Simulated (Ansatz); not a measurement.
Rows from a G0W0 calculation on BiOBr (P4/nmm) (Ansatz 0.2.0; G0W0 on LDA, plane waves, PAW; 6×6×4 mesh, 324 empty bands, screening to 110 eV, hard PAW files), in eV. Spin-orbit coupling is left out.

The database entry behind the starting cell differs from later determinations by our own check (0.1 to 0.3 % short, probably kX units), so it need not match the best structure at ambient conditions.

| row | Σx | Σc | Vxc | Z |
| --- | --- | --- | --- | --- |
| A | -21.02 | 2.30 | -18.43 | 0.76 |
| B | -11.81 | -3.82 | -16.45 | 0.78 |
| C | -9.55 | -3.68 | -13.96 | 0.81 |
| D | -9.87 | -3.43 | -13.90 | 0.81 |
| E | -19.73 | 2.23 | -16.95 | 0.76 |
| F | -10.77 | -3.68 | -15.24 | 0.79 |

Question: Which rows are filled states and which are empty ones, and how can one tell?

Filled: A and E. Empty: B, C, D and F. The sign of Σc tells: for a filled state bare exchange, which holds its interaction with itself, lies below Vxc (Σx − Vxc is -2.6 eV or lower here) and screening gives part back as a positive Σc. For an empty state Σx lies above Vxc (+4.0 eV or more) and the Coulomb hole leaves Σc negative.

[Runs of the session that timed out or met a known fault of the program may be left out.]

[Cells called generated may have been cut or substituted from an entry of the Crystallography Open Database or the Materials Project.]

[Hosts, paths, dates, database ids (printed as entryN), source tags and the programs' standing remarks are cut or masked in the printed files.]
